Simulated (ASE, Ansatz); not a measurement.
# Random rock-salt alloy of HfC and HfN (512 atoms): support functions against a reference, part 2 of 2

Wanted: errors and times of a linear-scaling basis for random rock-salt alloy of HfC and HfN (512 atoms). A setting counts as converged where the r.m.s. difference of forces stays under 1 % of the r.m.s. force.

Ansatz 0.2.0; Kohn-Sham DFT, PBE, PAW (set soft_2), plane waves.

The cell: 256 Hf, 160 C and 96 N. The host structure and its lattice constant were typed by rule, without a check against the phase diagram. Only the Γ point is sampled, in a cell whose shortest periodic width is 18 Å. Spin–orbit coupling is left out.

So far. Step 3 (Support functions low): Forces differ from the reference by 1.2 meV/Å r.m.s., 0.30 % of their size, well within a tolerance of 1 %; the energy by -2.9 meV/atom. Step 4 (Support functions medium): Forces differ from the reference by 1.1 meV/Å r.m.s., 0.28 % of their size, well within a tolerance of 1 %; the energy by -2.9 meV/atom.

### 6. All settings compared

Differences are against the plane-wave reference (Kohn-Sham DFT, PBE, PAW (set soft_2), plane waves), whose r.m.s. force component is 0.405 eV/Å. Energies are set beside the reference only for runs with its functional, potentials and electron count. Times are for 1 × NVIDIA GB200 with 32 threads of Arm Neoverse V2, shared host. The reference's time includes the DOS, ELF, the stress and grids, which some other runs skip.

```tsv
run	Δ force, r.m.s. (meV/Å)	share of r.m.s. force (%)	Δ energy (meV/atom)	cycles	time	host memory (GiB)	planned on the GPU (GiB)
reference	-	-	-	13	33 s	7.3	55
support functions low	1.20	0.297	-2.92	15	32 s	2.5	22
support functions medium	1.13	0.279	-2.92	18	36 s	2.5	22
```

### 7. The reference in detail

With the settings judged, the reference run is read for its physics.

Length of the force by element and coordination:

```tsv
element	coordination	atoms	mean length of the force (eV/Å)	spread	least	most
C	all	160	0.652	0.230	0.142	1.47
Hf	all	256	0.696	0.287	0.148	1.56
N	all	96	0.516	0.214	0.0342	0.92
```

Löwdin charges by element and coordination (they lack the spilled electrons, 0.023 e an atom on average):

```tsv
element	coordination	atoms	mean charge (e)	spread	least	most
C	all	160	-0.748	0.0097	-0.771	-0.724
Hf	all	256	0.772	0.0231	0.716	0.847
N	all	96	-0.691	0.0081	-0.722	-0.674
```

Charge against the make-up of the first shell:

```tsv
C neighbours of Hf	atoms	mean charge (e)
1	8	0.825
2	32	0.795
3	59	0.783
4	92	0.771
5	47	0.752
6	18	0.732
```

States in the cell by windows of 1 eV, zero at the Fermi level; some projections on atomic orbitals stand beside the total:

```tsv
from (eV)	to (eV)	total	Hf d	C p	N p
-10	-9	42.3	8.3	0.4	0.3
-9	-8	0.0	0.0	0.0	0.0
-8	-7	33.8	12.1	4.2	11.9
-7	-6	157.8	50.6	21.3	62.2
-6	-5	254.5	72.0	39.3	114.4
-5	-4	336.0	105.4	75.7	133.8
-4	-3	453.7	182.4	212.4	36.0
-3	-2	230.2	100.8	110.5	10.3
-2	-1	94.0	31.7	46.7	12.2
-1	0	76.3	42.8	20.4	10.8
0	1	170.9	119.5	30.0	12.2
1	2	116.9	86.6	14.0	8.6
2	3	284.6	218.2	28.5	20.1
3	4	323.6	248.9	26.8	14.8
```

Between -26 and -10 eV lie 4052 more states.

Not all projections were asked for or kept, so they needn't add up to the total.

The levels nearest the highest filled one (over half full), pooled over k-points and spins:

```tsv
level less the highest filled one (eV)	occupation
-0.0551	1.82
-0.0427	1.71
-0.0185	1.39
-0.0157	1.34
-0.011	1.26
0	1.04
0.0236	0.596
0.0338	0.439
0.0427	0.33
0.0484	0.272
0.0766	0.097
0.0975	0.043
```

Mean Löwdin charges: C -0.75, Hf +0.77, N -0.69 e. The charge on Hf changes by -0.016 e for each C neighbour that takes the place of another kind, on average. Within 0.4 eV of the Fermi level the largest share is Hf d (63 % of the projected weight).

### 8. Distances and neighbours

These statistics describe the geometry on which the runs were made.

Density 13.1 g/cm³, 12.14 Å³ an atom.

Pair distribution functions g(r), in bins of 0.2 Å:

```tsv
r (Å)	total	Hf-Hf	Hf-C	Hf-N	C-C	C-N	N-N
2.20	2.92	0.00	5.70	6.05	0.00	0.00	0.00
2.40	2.56	0.00	5.25	4.92	0.00	0.00	0.00
2.60	0.00	0.00	0.00	0.00	0.00	0.00	0.00
2.80	0.00	0.00	0.00	0.00	0.00	0.00	0.00
3.00	0.00	0.00	0.00	0.00	0.00	0.00	0.00
3.20	5.22	10.48	0.00	0.00	10.48	10.50	10.29
3.40	0.25	0.51	0.00	0.00	0.49	0.44	0.73
3.60	0.00	0.00	0.00	0.00	0.00	0.00	0.00
3.80	0.01	0.00	0.01	0.02	0.00	0.00	0.00
4.00	2.43	0.00	4.87	4.85	0.00	0.00	0.00
4.20	0.00	0.00	0.00	0.00	0.00	0.00	0.00
4.40	0.00	0.00	0.00	0.00	0.00	0.00	0.00
4.60	1.37	2.75	0.00	0.00	2.73	2.75	2.72
4.80	0.00	0.00	0.00	0.00	0.00	0.00	0.00
5.00	0.37	0.00	0.76	0.73	0.00	0.00	0.00
5.20	4.02	0.00	8.03	8.07	0.00	0.00	0.00
5.40	0.00	0.00	0.00	0.00	0.01	0.00	0.00
5.60	3.63	7.27	0.00	0.00	7.21	7.38	7.07
5.80	0.02	0.05	0.00	0.00	0.05	0.05	0.05
6.00	0.00	0.00	0.00	0.00	0.00	0.00	0.00
6.20	0.00	0.00	0.00	0.00	0.00	0.00	0.00
6.40	0.68	1.36	0.00	0.00	1.35	1.34	1.34
6.60	0.70	1.38	0.00	0.00	1.35	1.48	1.27
6.80	1.72	0.00	3.39	3.50	0.00	0.00	0.00
7.00	1.33	0.00	2.70	2.59	0.00	0.00	0.00
7.20	1.89	3.80	0.00	0.00	3.80	3.75	3.75
7.40	0.30	0.59	0.00	0.00	0.58	0.65	0.63
7.60	1.99	0.00	3.98	3.98	0.00	0.00	0.00
```

Bonds by pair of elements; cutoffs follow the first minimum of g(r), held within bounds set by covalent radii, and pairs that aren't listed don't count as bonded (cutoffs were set anew for this text, so counts can differ from the run's own analysis):

```tsv
pair A-B	cutoff (Å)	bonds	mean length (Å)	spread (Å)	shortest (Å)	B about A	A about B
Hf-C	2.73	960	2.30	0.028	2.22	3.75	6
Hf-N	2.73	576	2.30	0.028	2.21	2.25	6
```

How many atoms have how many bonded neighbours:

```tsv
element	mean	6
C	6	160
Hf	6	256
N	6	96
```

By these cutoffs all C atoms have 6, all Hf atoms have 6 and all N atoms have 6 bonded neighbours.

The surroundings of Hf295, picked at random, nearest first, numbered as they follow in the input and with coordinates relative to it.

```tsv
atom	x	y	z	distance (Å)	bonds	Löwdin charge (e)	Fx	Fy	Fz (eV/Å)
Hf295	0.00	0.00	0.00	0.00	6	0.75	-0.21	-0.19	0.10
C316	-0.04	-0.02	-2.27	2.27	6	-0.75	0.18	-0.15	-0.60
C424	2.28	-0.03	0.04	2.28	6	-0.76	0.08	0.24	-0.35
C290	-0.04	-2.29	0.03	2.29	6	-0.75	0.60	-0.19	-0.42
C292	-0.06	0.00	2.29	2.29	6	-0.76	0.55	-0.13	0.55
C322	0.01	2.30	0.00	2.30	6	-0.76	-0.40	-0.15	0.16
N296	-2.33	-0.01	0.01	2.33	6	-0.69	-0.04	0.27	-0.07
Hf419	2.26	0.00	2.30	3.23	6	0.77	-0.05	-0.24	-0.38
```

### 9. Outcome

| Property | Result |
| --- | --- |
| free energy per atom | -8012.3248 eV/atom |
| density | 13.08 g/cm³ |
| pressure | 3.332 GPa |
| r.m.s. force component | 0.4049 eV/Å |
| wall time of the 3 DFT runs | 1.7 min |

What this shows: Against plane waves at 420 eV, the forces differ by 1.1 meV/Å (0.28 %) with support functions medium. Differences between support functions and plane waves include what basis error the plane-wave run still has.

15 levels are partly filled, by over 2 % (at Γ alone): the run gives no sign of a gap. Counting bonds as in the table, all C atoms have 6, all Hf atoms have 6 and all N atoms have 6 bonded neighbours.

What to keep in mind: The geometry was built by rule, was displaced at random and isn't relaxed at this level: its force components are 0.40 eV/Å r.m.s. The pressure of 3.3 GPa belongs to unrelaxed atoms and would change as they relax.

[Long decimals in the printed logs are rounded to 6 places.]

[Logs are printed without paths, hosts, clocks, repeated set-up lines and the standing remarks that a program may print on its own settings, such as how far it seeks lower states.]

[Hosts, paths, dates, database ids (printed as entryN), source tags and the programs' standing remarks are cut or masked in the printed files.]
